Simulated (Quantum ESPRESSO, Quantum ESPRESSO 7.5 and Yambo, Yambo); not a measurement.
# A GW chain in Yambo: BiOBr (P4/nmm)

How does a plane-wave GW calculation on BiOBr (P4/nmm) run from the first input to the gap?

Calculated with Quantum ESPRESSO 7.5 and Yambo 5.3.0; PBEsol and many-body steps on it, plane waves.

The database entry behind the starting cell differs from later determinations by our own check (0.1 to 0.3 % short, probably kX units), so it need not match the best structure at ambient conditions.

### Step 1. Set-up

It takes space group P4/nmm (No. 129, tetragonal). Conventional cell: a = 3.916 Å, b = 3.916 Å, c = 8.077 Å, α = 90.00°, β = 90.00°, γ = 90.00°. Nearest to Bi lie 4 O at 2.32 Å and 4 Br at 3.18 Å. Br has 4 Bi at 3.18 Å nearest. Nearest to O lie 4 Bi at 2.32 Å. Farther neighbours and most contacts between anions are not listed.

The cell and positions come from the Crystallography Open Database and are kept as given unless a step says otherwise.

### Step 2. Ground state

This step: Quantum ESPRESSO 7.5; DFT, PBEsol with spin-orbit coupling, plane waves, norm-conserving pseudopotentials.

The ground-state density comes first.

Input file pw.in:

```
&control
  calculation = 'scf'
  prefix = 'x'
  outdir = 'o'
  pseudo_dir = 'pseudo'
/
&system
  ibrav = 0
  nat = 6
  ntyp = 3
  ecutwfc = 76.0
  nbnd = 106
  force_symmorphic = .true.
  noncolin = .true.
  lspinorb = .true.
/
&electrons
  conv_thr = 1e-10
  electron_maxstep = 80
  mixing_beta = 0.5
/
ATOMIC_SPECIES
  Bi 208.98 Bi.upf
  Br 79.904 Br.upf
  O 15.999 O.upf
CELL_PARAMETERS angstrom
  3.9160000000 0.0000000000 0.0000000000
  0.0000000000 3.9160000000 0.0000000000
  0.0000000000 0.0000000000 8.0770000000
ATOMIC_POSITIONS crystal
  Bi 0.0000000000 0.5000000000 0.1540000000
  Bi 0.5000000000 0.0000000000 0.8460000000
  Br 0.0000000000 0.5000000000 0.6530000000
  Br 0.5000000000 0.0000000000 0.3470000000
  O 0.0000000000 0.0000000000 0.0000000000
  O 0.5000000000 0.5000000000 0.0000000000
K_POINTS automatic
  6 6 4 0 0 0
```

Run with:

```bash
$ OMP_NUM_THREADS=1 mpirun -n 8 pw.x -nk 8 -in pw.in > pw.out
```

Log:

```text
Program PWSCF v.7.5 starts

     This program is part of the open-source Quantum ESPRESSO suite
     for quantum simulation of materials; please cite
         "P. Giannozzi et al., J. Phys.:Condens. Matter 21 395502 (2009);
         "P. Giannozzi et al., J. Phys.:Condens. Matter 29 465901 (2017);
         "P. Giannozzi et al., J. Chem. Phys. 152 154105 (2020);
     in publications or presentations arising from this work. More details at
     Message from routine setup:
     using ibrav=0 with symmetry is DISCOURAGED, use correct ibrav instead

     G-vector sticks info

     bravais-lattice index     =            0
     lattice parameter (alat)  =       7.4002  a.u.
     unit-cell volume          =     835.8571 (a.u.)^3
     number of atoms/cell      =            6
     number of atomic types    =            3
     number of electrons       =        92.00
     number of Kohn-Sham states=          106
     kinetic-energy cutoff     =      76.0000  Ry
     charge density cutoff     =     304.0000  Ry
     scf convergence threshold =      1.0E-10
     mixing beta               =       0.5000
     number of iterations used =            8  plain     mixing
     Exchange-correlation= PBESOL
                           (   1   4  10   8   0   0   0)
     Non magnetic calculation with spin-orbit

     celldm(1)=   7.400168  celldm(2)=   0.000000  celldm(3)=   0.000000
     celldm(4)=   0.000000  celldm(5)=   0.000000  celldm(6)=   0.000000

     crystal axes: (cart. coord. in units of alat)
               a(1) = (   1.000000   0.000000   0.000000 )
               a(2) = (   0.000000   1.000000   0.000000 )
               a(3) = (   0.000000   0.000000   2.062564 )

     reciprocal axes: (cart. coord. in units 2 pi/alat)
               b(1) = (  1.000000  0.000000  0.000000 )
               b(2) = (  0.000000  1.000000  0.000000 )
               b(3) = (  0.000000  0.000000  0.484833 )
     Pseudo is Norm-conserving + core correction, Zval = 23.0
     Generated using ONCVPSP code by D. R. Hamann
     Using radial grid of 1562 points, 10 beta functions with:
     Pseudo is Norm-conserving + core correction, Zval = 17.0
     Generated using ONCVPSP code by D. R. Hamann
     Using radial grid of 1110 points, 10 beta functions with:
     Pseudo is Norm-conserving + core correction, Zval =  6.0
     Generated using ONCVPSP code by D. R. Hamann
     Using radial grid of  936 points,  8 beta functions with:
     Bi               23.00   208.98000     Bi( 1.00)
     Br               17.00    79.90400     Br( 1.00)
     O                 6.00    15.99900     O ( 1.00)

      8 Sym. Ops. (no inversion) found

   Cartesian axes

     site n.     atom                  positions (alat units)
         1        Bi     tau(   1) = (   0.0000000   0.5000000   0.3176348  )
         2        Bi     tau(   2) = (   0.5000000   0.0000000   1.7449290  )
         3        Br     tau(   3) = (   0.0000000   0.5000000   1.3468542  )
         4        Br     tau(   4) = (   0.5000000   0.0000000   0.7157097  )
         5        O      tau(   5) = (   0.0000000   0.0000000   0.0000000  )
         6        O      tau(   6) = (   0.5000000   0.5000000   0.0000000  )

     number of k points=    30
                       cart. coord. in units 2pi/alat
        k(    1) = (   0.0000000   0.0000000   0.0000000), wk =   0.0069444
        k(    2) = (   0.0000000   0.0000000   0.1212084), wk =   0.0138889
        k(    3) = (   0.0000000   0.0000000  -0.2424167), wk =   0.0069444
        k(    4) = (   0.0000000   0.1666667   0.0000000), wk =   0.0277778
        k(    5) = (   0.0000000   0.1666667   0.1212084), wk =   0.0555556
        k(    6) = (   0.0000000   0.1666667  -0.2424167), wk =   0.0277778
        k(    7) = (   0.0000000   0.3333333   0.0000000), wk =   0.0277778
        k(    8) = (   0.0000000   0.3333333   0.1212084), wk =   0.0555556
        k(    9) = (   0.0000000   0.3333333  -0.2424167), wk =   0.0277778
        k(   10) = (   0.0000000  -0.5000000   0.0000000), wk =   0.0138889
     [... 18 further rows ...]
        k(   29) = (  -0.5000000  -0.5000000   0.1212084), wk =   0.0138889
        k(   30) = (  -0.5000000  -0.5000000  -0.2424167), wk =   0.0069444

     Dense  grid:    74789 G-vectors     FFT dimensions: (  45,  45,  90)

     Initial potential from superposition of free atoms

     starting charge      91.9980, renormalised to      92.0000
     Starting wfcs are  104 randomized atomic wfcs +    2 random wfcs

     per-process dynamical memory:   254.4 Mb

     Self-consistent Calculation

     iteration #  1     ecut=    76.00 Ry     beta= 0.50

     total energy              =   -1536.23368097 Ry
     estimated scf accuracy    <       1.13243755 Ry

     iteration #  2     ecut=    76.00 Ry     beta= 0.50

     total energy              =   -1536.32184382 Ry
     estimated scf accuracy    <       1.86040751 Ry

     iteration #  3     ecut=    76.00 Ry     beta= 0.50

     total energy              =   -1536.66774492 Ry
     estimated scf accuracy    <       0.23954048 Ry

     iteration #  4     ecut=    76.00 Ry     beta= 0.50

     total energy              =   -1536.69326041 Ry
     estimated scf accuracy    <       0.01032073 Ry

     iteration #  5     ecut=    76.00 Ry     beta= 0.50

     total energy              =   -1536.69511928 Ry
     estimated scf accuracy    <       0.00428297 Ry

     iteration #  6     ecut=    76.00 Ry     beta= 0.50

     total energy              =   -1536.69557660 Ry
     estimated scf accuracy    <       0.00006827 Ry

     iteration #  7     ecut=    76.00 Ry     beta= 0.50

     total energy              =   -1536.69559522 Ry
     estimated scf accuracy    <       0.00000667 Ry

     iteration #  8     ecut=    76.00 Ry     beta= 0.50

     total energy              =   -1536.69559638 Ry
     estimated scf accuracy    <       0.00000035 Ry

     iteration #  9     ecut=    76.00 Ry     beta= 0.50

     total energy              =   -1536.69559644 Ry
     estimated scf accuracy    <       0.00000008 Ry

     iteration # 10     ecut=    76.00 Ry     beta= 0.50

     total energy              =   -1536.69559644 Ry
     estimated scf accuracy    <       0.00000003 Ry

     iteration # 11     ecut=    76.00 Ry     beta= 0.50

     total energy              =   -1536.69559645 Ry
     estimated scf accuracy    <          3.6E-09 Ry

     iteration # 12     ecut=    76.00 Ry     beta= 0.50

     total energy              =   -1536.69559645 Ry
     estimated scf accuracy    <          1.1E-10 Ry

     iteration # 13     ecut=    76.00 Ry     beta= 0.50

     End of self-consistent calculation

          k = 0.0000 0.0000 0.0000 (  9399 PWs)   bands (ev):

  -142.2674-142.2674-142.2674-142.2674 -98.8781 -98.8781 -98.8781 -98.8781
   -74.1556 -74.1556 -74.1553 -74.1553 -74.1476 -74.1476 -74.1474 -74.1474
   -50.2358 -50.2358 -50.2358 -50.2358 -50.2124 -50.2124 -50.2124 -50.2124
   -49.1557 -49.1557 -49.1557 -49.1557 -49.1357 -49.1357 -49.1356 -49.1356
   -49.1257 -49.1257 -49.1257 -49.1257 -13.8811 -13.8811 -13.8515 -13.8515
   -13.8415 -13.8415 -13.8273 -13.8273 -11.0496 -11.0496 -10.8967 -10.8967
   -10.8630 -10.8630 -10.8508 -10.8508 -10.8487 -10.8487 -10.8017 -10.8017
    -9.0219  -9.0219  -6.4375  -6.4375  -4.0579  -4.0579  -3.8294  -3.8294
     0.1378   0.1378   2.4618   2.4618   4.5089   4.5089   4.9714   4.9714
     7.3882   7.3882   7.5938   7.5938   7.8253   7.8253   7.8690   7.8690
     8.3932   8.3932   8.4536   8.4536   8.5934   8.5934   8.7228   8.7228
[...]
16.9105  17.6621

          k = 0.0000 0.0000 0.1212 (  9362 PWs)   bands (ev):

  -142.2674-142.2674-142.2673-142.2673 -98.8781 -98.8781 -98.8781 -98.8781
[...]
16.9624  16.9624

          k = 0.0000 0.0000-0.2424 (  9314 PWs)   bands (ev):

  -142.2673-142.2673-142.2672-142.2672 -98.8781 -98.8781 -98.8781 -98.8781
[...]
0.1264   0.1264   2.4120   2.4120   4.5191   4.5191   4.9808   4.9808
     7.3022   7.3022   7.5935   7.5935   7.6576   7.6576   7.8411   7.8411
     8.2321   8.2321   8.4961   8.4961   8.6820   8.6820   8.8575   8.8575
     9.3189   9.3189   9.5622   9.5622  11.4709  11.4709  11.5476  11.5476
    13.9234  13.9234  15.1089  15.1089  15.5093  15.5093  16.7462  16.7462
    17.0089  17.0089

          k = 0.0000 0.1667 0.0000 (  9367 PWs)   bands (ev):

     [... further k-points ...]

     highest occupied, lowest unoccupied level (ev):     9.6360   11.4709

!    total energy              =   -1536.69559645 Ry
     estimated scf accuracy    <          1.2E-11 Ry

     The total energy is the sum of the following terms:
     one-electron contribution =    -923.07206972 Ry
     hartree contribution      =     458.83713292 Ry
     xc contribution           =    -246.84321290 Ry
     ewald contribution        =    -825.61744674 Ry

     convergence has been achieved in  13 iterations

     XML data file, charge density, pseudopotentials, collected wavefunctions

=------------------------------------------------------------------------------=
   JOB DONE.
=------------------------------------------------------------------------------=
```

The job ended after 4.6 min (8 MPI ranks of Arm Neoverse V1, shared host; peak memory 3.4 GiB).

This step gave:

- total energy: -20907.8087 eV
- gap: 1.835 eV
- k of the valence top: 0, 0.3333, -0.5
- k of the conduction bottom: 0, 0, -0.5
- least direct gap: 1.909 eV

The gap is indirect, with the least direct gap 0.07 eV higher.

### Step 3. Bands along the symmetry lines

The cheap functional maps the bands first; the places of the edges decide which points the dearer methods must see.

Input file pw.in:

```
&control
  calculation = 'bands'
  prefix = 'x'
  outdir = 'o'
  pseudo_dir = 'pseudo'
/
&system
  ibrav = 0
  nat = 6
  ntyp = 3
  ecutwfc = 76.0
  nbnd = 104
  force_symmorphic = .true.
  noncolin = .true.
  lspinorb = .true.
/
&electrons
  conv_thr = 1e-9
  electron_maxstep = 80
  diago_full_acc = .true.
  diago_thr_init = 5e-6
/
ATOMIC_SPECIES
  Bi 208.98 Bi.upf
  Br 79.904 Br.upf
  O 15.999 O.upf
CELL_PARAMETERS angstrom
  3.9160000000 0.0000000000 0.0000000000
  0.0000000000 3.9160000000 0.0000000000
  0.0000000000 0.0000000000 8.0770000000
ATOMIC_POSITIONS crystal
  Bi 0.0000000000 0.5000000000 0.1540000000
  Bi 0.5000000000 0.0000000000 0.8460000000
  Br 0.0000000000 0.5000000000 0.6530000000
  Br 0.5000000000 0.0000000000 0.3470000000
  O 0.0000000000 0.0000000000 0.0000000000
  O 0.5000000000 0.5000000000 0.0000000000
K_POINTS crystal
  75
  0.00000000 0.00000000 0.00000000 1
  0.00000000 0.06250000 0.00000000 1
  0.00000000 0.12500000 0.00000000 1
  0.00000000 0.18750000 0.00000000 1
  0.00000000 0.25000000 0.00000000 1
  0.00000000 0.31250000 0.00000000 1
  0.00000000 0.37500000 0.00000000 1
  0.00000000 0.43750000 0.00000000 1
  0.00000000 0.50000000 0.00000000 1
  0.06250000 0.50000000 0.00000000 1
  0.12500000 0.50000000 0.00000000 1
  0.18750000 0.50000000 0.00000000 1
  0.25000000 0.50000000 0.00000000 1
  0.31250000 0.50000000 0.00000000 1
  0.37500000 0.50000000 0.00000000 1
  0.43750000 0.50000000 0.00000000 1
  0.50000000 0.50000000 0.00000000 1
  0.43750000 0.43750000 0.00000000 1
  0.37500000 0.37500000 0.00000000 1
  0.31250000 0.31250000 0.00000000 1
  0.25000000 0.25000000 0.00000000 1
  0.18750000 0.18750000 0.00000000 1
  0.12500000 0.12500000 0.00000000 1
  0.06250000 0.06250000 0.00000000 1
  0.00000000 0.00000000 0.00000000 1
  0.00000000 0.00000000 0.06250000 1
  0.00000000 0.00000000 0.12500000 1
  0.00000000 0.00000000 0.18750000 1
  0.00000000 0.00000000 0.25000000 1
  0.00000000 0.00000000 0.31250000 1
  0.00000000 0.00000000 0.37500000 1
  0.00000000 0.00000000 0.43750000 1
  0.00000000 0.00000000 0.50000000 1
  0.00000000 0.06250000 0.50000000 1
  0.00000000 0.12500000 0.50000000 1
  0.00000000 0.18750000 0.50000000 1
  0.00000000 0.25000000 0.50000000 1
  0.00000000 0.31250000 0.50000000 1
  0.00000000 0.37500000 0.50000000 1
  0.00000000 0.43750000 0.50000000 1
  0.00000000 0.50000000 0.50000000 1
  0.06250000 0.50000000 0.50000000 1
  0.12500000 0.50000000 0.50000000 1
  0.18750000 0.50000000 0.50000000 1
  0.25000000 0.50000000 0.50000000 1
  0.31250000 0.50000000 0.50000000 1
  0.37500000 0.50000000 0.50000000 1
  0.43750000 0.50000000 0.50000000 1
  0.50000000 0.50000000 0.50000000 1
  0.43750000 0.43750000 0.50000000 1
  0.37500000 0.37500000 0.50000000 1
  0.31250000 0.31250000 0.50000000 1
  0.25000000 0.25000000 0.50000000 1
  0.18750000 0.18750000 0.50000000 1
  0.12500000 0.12500000 0.50000000 1
  0.06250000 0.06250000 0.50000000 1
  0.00000000 0.00000000 0.50000000 1
  0.00000000 0.50000000 0.00000000 1
  0.00000000 0.50000000 0.06250000 1
  0.00000000 0.50000000 0.12500000 1
  0.00000000 0.50000000 0.18750000 1
  0.00000000 0.50000000 0.25000000 1
  0.00000000 0.50000000 0.31250000 1
  0.00000000 0.50000000 0.37500000 1
  0.00000000 0.50000000 0.43750000 1
  0.00000000 0.50000000 0.50000000 1
  0.50000000 0.50000000 0.00000000 1
  0.50000000 0.50000000 0.06250000 1
  0.50000000 0.50000000 0.12500000 1
  0.50000000 0.50000000 0.18750000 1
  0.50000000 0.50000000 0.25000000 1
  0.50000000 0.50000000 0.31250000 1
  0.50000000 0.50000000 0.37500000 1
  0.50000000 0.50000000 0.43750000 1
  0.50000000 0.50000000 0.50000000 1
```

Log:

```text
[banner, memory and clock lines left out]
Program PWSCF v.7.5 starts

     Atomic positions and unit cell read from directory:
     o/x.save/

     Message from routine setup:
     using ibrav=0 with symmetry is DISCOURAGED, use correct ibrav instead

     G-vector sticks info

     bravais-lattice index     =            0
     lattice parameter (alat)  =       7.4002  a.u.
     unit-cell volume          =     835.8571 (a.u.)^3
     number of atoms/cell      =            6
     number of atomic types    =            3
     number of electrons       =        92.00
     number of Kohn-Sham states=          104
     kinetic-energy cutoff     =      76.0000  Ry
     charge density cutoff     =     304.0000  Ry
     Exchange-correlation= PBESOL
                           (   1   4  10   8   0   0   0)
     Non magnetic calculation with spin-orbit

     celldm(1)=   7.400168  celldm(2)=   0.000000  celldm(3)=   0.000000
     celldm(4)=   0.000000  celldm(5)=   0.000000  celldm(6)=   0.000000

     crystal axes: (cart. coord. in units of alat)
               a(1) = (   1.000000   0.000000   0.000000 )
               a(2) = (   0.000000   1.000000   0.000000 )
               a(3) = (   0.000000   0.000000   2.062564 )

     reciprocal axes: (cart. coord. in units 2 pi/alat)
               b(1) = (  1.000000  0.000000  0.000000 )
               b(2) = (  0.000000  1.000000  0.000000 )
               b(3) = (  0.000000  0.000000  0.484833 )
     Pseudo is Norm-conserving + core correction, Zval = 23.0
     Generated using ONCVPSP code by D. R. Hamann
     Using radial grid of 1562 points, 10 beta functions with:
     Pseudo is Norm-conserving + core correction, Zval = 17.0
     Generated using ONCVPSP code by D. R. Hamann
     Using radial grid of 1110 points, 10 beta functions with:
     Pseudo is Norm-conserving + core correction, Zval =  6.0
     Generated using ONCVPSP code by D. R. Hamann
     Using radial grid of  936 points,  8 beta functions with:
     Bi               23.00   208.98000     Bi( 1.00)
     Br               17.00    79.90400     Br( 1.00)
     O                 6.00    15.99900     O ( 1.00)

      8 Sym. Ops. (no inversion) found

   Cartesian axes

     site n.     atom                  positions (alat units)
         1        Bi     tau(   1) = (   0.0000000   0.5000000   0.3176348  )
         2        Bi     tau(   2) = (   0.5000000   0.0000000   1.7449290  )
         3        Br     tau(   3) = (   0.0000000   0.5000000   1.3468542  )
         4        Br     tau(   4) = (   0.5000000   0.0000000   0.7157097  )
         5        O      tau(   5) = (   0.0000000   0.0000000   0.0000000  )
         6        O      tau(   6) = (   0.5000000   0.5000000   0.0000000  )

     number of k points=    75
                       cart. coord. in units 2pi/alat
        k(    1) = (   0.0000000   0.0000000   0.0000000), wk =   0.0133333
        k(    2) = (   0.0000000   0.0625000   0.0000000), wk =   0.0133333
        k(    3) = (   0.0000000   0.1250000   0.0000000), wk =   0.0133333
[...]
[... 63 further rows ...]
        k(   74) = (   0.5000000   0.5000000   0.2121146), wk =   0.0133333
        k(   75) = (   0.5000000   0.5000000   0.2424167), wk =   0.0133333

     Dense  grid:    74789 G-vectors     FFT dimensions: (  45,  45,  90)

     The potential is recalculated from file :
     o/x.save/charge-density

     Starting wfcs are  104 randomized atomic wfcs

     Band Structure Calculation

     End of band structure calculation

          k = 0.0000 0.0000 0.0000 (  9399 PWs)   bands (ev):

  -142.2673-142.2673-142.2673-142.2673 -98.8781 -98.8781 -98.8780 -98.8780
   -74.1556 -74.1556 -74.1552 -74.1552 -74.1476 -74.1476 -74.1473 -74.1473
   -50.2358 -50.2358 -50.2358 -50.2358 -50.2125 -50.2125 -50.2124 -50.2124
   -49.1557 -49.1557 -49.1557 -49.1557 -49.1357 -49.1357 -49.1356 -49.1356
[...]
k = 0.0000 0.0625 0.0000 (  9399 PWs)   bands (ev):

  -142.2674-142.2674-142.2673-142.2673 -98.8781 -98.8781 -98.8780 -98.8780
[...]
k = 0.0000 0.1250 0.0000 (  9359 PWs)   bands (ev):

  -142.2673-142.2673-142.2673-142.2673 -98.8781 -98.8781 -98.8780 -98.8780
[...]
k = 0.5000 0.5000 0.2121 (  9348 PWs)   bands (ev):

  -142.2673-142.2673-142.2673-142.2673 -98.8781 -98.8781 -98.8781 -98.8781
[...]
k = 0.5000 0.5000 0.2424 (  9400 PWs)   bands (ev):

  -142.2674-142.2674-142.2674-142.2674 -98.8781 -98.8781 -98.8781 -98.8781
[...]
8.5245   8.5245   8.5245   8.5245  13.0927  13.0927  13.0927  13.0927
    14.9297  14.9297  14.9297  14.9297  15.5489  15.5489  15.5489  15.5489

     XML data file, pseudopotentials, collected wavefunctions
```

Elapsed: 2.7 min, on 8 MPI ranks; peak memory 2.1 GiB; 22 min of CPU time.

Numbers from this step:

```
gap                        : 1.771 eV
k of the valence top       : 0, 0.375, 0.5
k of the conduction bottom : 0, 0, 0.375
least direct gap           : 1.909 eV
```

The gap is 1.771 eV, −0.064 eV from the run before at this level.

The electronic bands at the labelled points (eV, zero at the top of the highest filled band):

```csv
point,band 89,band 90,band 91,band 92,band 93,band 94,band 95,band 96
Γ,-0.66,-0.66,-0.60,-0.60,1.95,1.95,2.45,2.45
halfway,-0.35,-0.35,-0.14,-0.14,2.78,2.78,3.29,3.29
X,-0.15,-0.15,-0.15,-0.15,3.36,3.36,3.36,3.36
halfway,-0.92,-0.92,-0.91,-0.91,3.06,3.06,3.68,3.68
M,-0.82,-0.82,-0.82,-0.82,2.87,2.87,2.87,2.87
halfway,-0.42,-0.42,-0.33,-0.33,2.65,2.65,3.78,3.78
Γ,-0.66,-0.66,-0.60,-0.60,1.95,1.95,2.45,2.45
halfway,-0.48,-0.48,-0.36,-0.36,1.83,1.83,2.21,2.21
Z,-0.36,-0.36,-0.12,-0.12,1.79,1.79,1.86,1.86
halfway,-0.39,-0.39,-0.22,-0.22,2.88,2.88,3.12,3.12
R,-0.12,-0.12,-0.12,-0.12,3.29,3.29,3.29,3.29
halfway,-0.62,-0.62,-0.48,-0.48,2.84,2.84,3.47,3.47
A,-1.16,-1.16,-1.16,-1.16,3.41,3.41,3.41,3.41
halfway,-0.40,-0.40,-0.29,-0.29,2.41,2.41,3.96,3.96
Z,-0.36,-0.36,-0.12,-0.12,1.79,1.79,1.86,1.86
jump to X,-0.15,-0.15,-0.15,-0.15,3.36,3.36,3.36,3.36
halfway,-0.14,-0.14,-0.14,-0.14,3.33,3.33,3.33,3.33
R,-0.12,-0.12,-0.12,-0.12,3.29,3.29,3.29,3.29
jump to M,-0.82,-0.82,-0.82,-0.82,2.87,2.87,2.87,2.87
halfway,-0.99,-0.99,-0.99,-0.99,3.13,3.13,3.13,3.13
A,-1.16,-1.16,-1.16,-1.16,3.41,3.41,3.41,3.41
```

(Part 1 of 3 ends here.)

[Paths, hosts, dates, memory and timing lines, banners, echoed tables and standing remarks are left out of the program output.]

[Logs are printed without paths, hosts, clocks, repeated set-up lines and the standing remarks that a program may print on its own settings, such as how far it seeks lower states.]

[Runs of the session that timed out or met a known fault of the program may be left out.]

[Hosts, paths, dates, database ids (printed as entryN), source tags and the programs' standing remarks are cut or masked in the printed files.]
